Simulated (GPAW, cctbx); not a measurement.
## Bonding in RbSc2P2 as X-rays see it

Question: by how much does bonding change the X-ray structure factors of RbSc2P2, and what does a routine refinement make of it?

The start was made by putting kin elements into a known structure type; the compound need not exist, or be stable, in this form. All numbers below are calculated.

### 1. Find the equilibrium geometry

The density hangs on the geometry, so cell and atoms are relaxed first, with the symmetry held. The cutoff is set higher than for the density because stress converges slowly with plane waves.

Settings: GPAW 26.7.0, PBE, 570 eV, 5×5×5 k-points, Fermi–Dirac width 0.1 eV, BFGS to 0.03 eV/Å.

```text
cell
1.0
     0.000000000   -4.080000000    0.000000000
     4.080000000    0.000000000    0.000000000
    -2.040000000    2.040000000    7.135500000
Rb Sc P
1 2 2
Direct
0.000000000 0.000000000 0.000000000
0.250000000 0.750000000 0.500000000
0.750000000 0.250000000 0.500000000
0.656600000 0.656600000 0.313200000
0.343400000 0.343400000 0.686800000
```

```console
$ OMP_NUM_THREADS=1 mpirun -n 4 gpaw python run.py > gpaw.log
```

```text
BFGS:    0      -24.403152        2.974696
BFGS:    1      -24.760869        2.483616
BFGS:    2      -25.415908        1.115230
BFGS:    3      -25.512247        0.751403
...
BFGS:   13      -25.896834        0.041699
BFGS:   14      -25.897652        0.036565
BFGS:   15      -25.898232        0.019822
cell  4.6136 4.6136 7.7218  107.38 107.38 90.00
volume 148.970 A^3, largest force 0.020 eV/A, largest stress 0.03 GPa
```

The cell moved far, while the k-mesh and basis were chosen for the start, so the final shape may be somewhat biased.

After 15 steps the volume has changed by +25.4 % and the energy by -1.495 eV; the largest stress left is 0.03 GPa. It took 5.5 min on 4 cores of Intel(R) Xeon(R) Platinum 8488C (Sapphire Rapids) (shared host), peak memory 1.6 GiB.

Relaxed structure: I4/mmm (no. 139), a = 4.6136 Å, b = 4.6136 Å, c = 13.9977 Å, α = 90.00°, β = 90.00°, γ = 90.00°.

```csv
atom,mult.,x,y,z
Rb1,2,0,0,0
Sc1,4,1/2,0,1/4
P1,4,1/2,1/2,0.1656
```

### 2. Density and charge transfer

X-rays see the whole electron density, so the PAW density is rebuilt with its core regions. Subtracting spherical free atoms from the same code cancels the cores and leaves the deformation density Δρ, the part due to bonding.

Settings: PBE, 450 eV, 5×5×5 k-points, Fermi–Dirac width 0.1 eV; primitive cell of 5 atoms.

```console
$ OMP_NUM_THREADS=1 mpirun -n 4 gpaw python run.py > gpaw.log
```

```text
|iter:   1|       0s |  -27.749465 | +0.55 |       |
|iter:   2|       1s |  -27.380893 | -0.50 | -1.04 |
|iter:   3|       2s |  -25.872364 | -0.12 | -1.08 |
...
|iter:  11|      12s |  -25.839362c| -5.91 | -4.96c|
|iter:  12|      13s |  -25.839361c| -7.05 | -5.42c|
|iter:  13|      14s |  -25.839361c| -7.70c| -6.04c|
```

```text
gpts.py:43: UserWarning: Initial realspace grid (24,24,40) inconsistent with symmetries.
gpts.py:43: UserWarning: Initial realspace grid (24,24,40) inconsistent with symmetries.
gpts.py:43: UserWarning: Initial realspace grid (24,24,40) inconsistent with symmetries.
gpts.py:43: UserWarning: Initial realspace grid (24,24,40) inconsistent with symmetries.
gpts.py:70: UserWarning: Using symmetrized grid: (40,40,40).
gpts.py:70: UserWarning: Using symmetrized grid: (40,40,40).
gpts.py:70: UserWarning: Using symmetrized grid: (40,40,40).
gpts.py:70: UserWarning: Using symmetrized grid: (40,40,40).
grid (80, 80, 80)  electrons 109.000  moved by bonding 1.281 e
deformation density beyond 0.5 A of the nuclei: max 0.117, min -0.132 e/A^3
atom        x       y       z   Voronoi charge  moment
Rb1    0.0000  0.0000  0.0000      0.390       0.00
Sc2    0.2500  0.7500  0.5000      0.242       0.00
Sc3    0.7500  0.2500  0.5000      0.242       0.00
P 4    0.6656  0.6656  0.3312     -0.437       0.00
P 5    0.3344  0.3344  0.6688     -0.437       0.00
mean inner potential of superposed free atoms 12.800 V
total magnetic moment 0.000 muB
```

Deformation density in a plane through the shortest contact of the Sc atom at the origin, in 0.01 e/Å³ (clipped at ±99); x from -1.6 to 4.2 Å, y from 2.4 down to -2.4 Å:

```text
  3   0   .   .  -2   6   7   1  -5   .   .   8  -4  -3  -2  -1
  4   4   1  -1   3   7   5   1   2   1  -7   0  -3  -2  -2  -1
  3   6   7   7   8   6   3   1   0   0   1   2   1   0  -1  -1
  1   3   5   6   5   3   1   1   3   5   7   7   6   3   1  -1
 -1  -1   0   0  -1   0   0   2   5   7   6   5   6   5   3   0
 -2  -3  -3   2   .   5   0   3   7   5  -2   .   0   4   3   1
 -2  -4  -1   .   .   .  -2   4   8   3   .   .   .   2   3   1
 -1  -2  -2   6   .   7   0   3   7   5  -2   .  -3   2   2   1
  0   0   0  -1   0  -2  -3   1   5   6   4   2   2   2   2   0
  0   1   1  -1  -3  -4  -3  -1   2   3   4   3   2   2   1   0
 -1   0   0   0  -1  -2  -2  -1   0   0   1   1   1   0   0  -1
  4  -2  -1  -1  -1  -1  -1  -1  -1  -1  -1  -1  -1  -1  -1  -1
  8  -2  -3  -2  -1  -1  -1  -1  -2  -2  -2  -1  -1  -1  -1  -1
```

Atoms in or within 0.15 Å of the plane: Sc (0.0, 0.0), P (2.6, 0.0) Å. Dots mark points within about 0.45 Å of a nucleus; large values next to them are atomic features.

P gains most (-0.44 e) and Rb loses most (+0.39 e), as electronegativity suggests. Such charges fall far short of formal ones, since overlapping free atoms already put density on their neighbours. Along the shortest contact from the Sc atom at the map's origin, Sc–P at 2.59 Å, Δρ is +0.07 e/Å³ at the midpoint and highest, +0.08, 1.49 Å from Sc (points within 0.5 Å of a nucleus left out): a modest build-up. At the midpoints of other shortest contacts it is +0.01 (Sc–Sc, 3.26 Å) e/Å³. Point values carry grid noise of about 0.01 e/Å³. The run needed 13 iterations, 26 s.

### 3. From the density to structure factors

The Fourier components of Δρ, added to those of the free atoms, give the static X-ray structure factors; the Mott–Bethe relation turns them into the Fourier components V of the potential that fast electrons feel.

```text
static structure factors of the conventional cell: F in electrons, V (Mott-Bethe) in volts
   h  k  l      d  |F| table  |F| free   |F| DFT   change   |V| free  |V| DFT  change %
   0  0  2  6.9989    34.648    34.740    35.884    1.143     3.437    2.575    -25.1
   1  0  1  4.3817    40.876    40.900    40.225   -0.674     0.813    1.012     24.5
   0  0  4  3.4994   106.754   106.709   106.986    0.277     3.751    3.699     -1.4
   1  0  3  3.2806   109.371   109.460   110.457    0.997     4.061    3.896     -4.1
   1  1  0  3.2623    43.032    43.177    44.169    0.992     1.117    0.955    -14.5
   1  1  2  2.9569   104.134   103.993   103.558   -0.435     3.323    3.381      1.8
   1  0  5  2.3934    38.846    38.820    38.346   -0.474     0.611    0.653      6.8
   1  1  4  2.3862    22.741    22.650    22.436   -0.214     1.641    1.660      1.1
   0  0  6  2.3330    38.553    38.767    38.430   -0.337     0.936    0.965      3.0
   2  0  0  2.3068   155.669   155.648   154.785   -0.864     5.104    5.175      1.4
   2  0  2  2.1909    20.152    20.068    19.671   -0.397     1.420    1.450      2.1
   2  1  1  2.0412    35.659    35.646    36.046    0.400     0.513    0.488     -5.0
   2  0  4  1.9260    88.174    88.107    88.418    0.311     2.198    2.180     -0.8
   1  1  6  1.8976   143.073   143.082   143.125    0.043     4.148    4.145     -0.1
```

The largest X-ray change is +1.14 e on 002, 3.3 % of |F|. For electrons V goes as (Z − F)/g², so a change of F counts against Z − F, which is small at low angle and wherever the atoms' terms cancel: |V| of 002 moves by -25.1 % (3.44 to 2.58 V) against +3.3 % in |F|. The last three rows still change by up to 0.40 e; the table stops while the angles are still low. The tabulated Hartree–Fock atoms differ from the free DFT atoms by up to 0.21 e, so the choice of reference atom matters too.

### 4. What a spherical-atom refinement makes of it

Routine crystallography fits spherical atoms. To see the bias, intensities are simulated from tabulated atoms plus the DFT change ΔF, so that bonding alone can misfit (6878 reflections of the full sphere, merged to the counts below, to 0.45 Å, 0.5 % proportional noise plus counting noise, assumed isotropic U as listed, Δρ smeared by the mean U) and refined with cctbx over different ranges.

| range | data | R1 | GooF | U Rb1 (true 0.0045) | U Sc1 (true 0.0054) | U P1 (true 0.006) | largest shift (Å) | Δρ max, min (e/Å³) |
| --- | --- | --- | --- | --- | --- | --- | --- | --- |
| all data | 556 | 0.0039 | 1.23 | 0.0045 | 0.0054 | 0.0060 | 0.0000 | 0.14, -0.16 |
| low resolution, d > 0.84 | 104 | 0.0039 | 1.94 | 0.0044 | 0.0054 | 0.0059 | 0.0001 | 0.07, -0.08 |
| high order, d < 0.75 | 415 | 0.0040 | 0.97 | 0.0045 | 0.0054 | 0.0060 | 0.0000 | 0.12, -0.10 |
| occupancies free, d > 0.7 | 168 | 0.0036 | 1.63 | 0.0044 | 0.0054 | 0.0059 | 0.0001 | 0.08, -0.09 |

With all data GooF is 1.23, diluted by the many high-angle data; the misfit shows at low resolution; the top residual peak lies 0.34 Å from P and 2.45 Å from Sc. No U is off by more than 3 s.u. at low resolution. With Rb1 held at 1 and the scale free, the other occupancies refine to Sc1 1.000(0.001) and P1 1.001(0.002), within three s.u. of full.

### 5. Answer

Bonding moves 1.28 e in the primitive cell of RbSc2P2 and changes the structure factors of the conventional cell in the table above by at most 1.14 e (002, 3.3 %). The shortest bond, Sc–P, has Δρ = +0.07 e/Å³ at its midpoint. With all data GooF is 1.23, diluted by the many high-angle data. Limits: static density, frozen cores, no spin–orbit coupling.

[Outputs are excerpts: Python notices, other lines and further rows are left out; steps that failed or that the build refused (PBEsol, TPSS) are not shown.]

[Logs are printed without paths, hosts, clocks, repeated set-up lines and the standing remarks that a program may print on its own settings, such as how far it seeks lower states.]
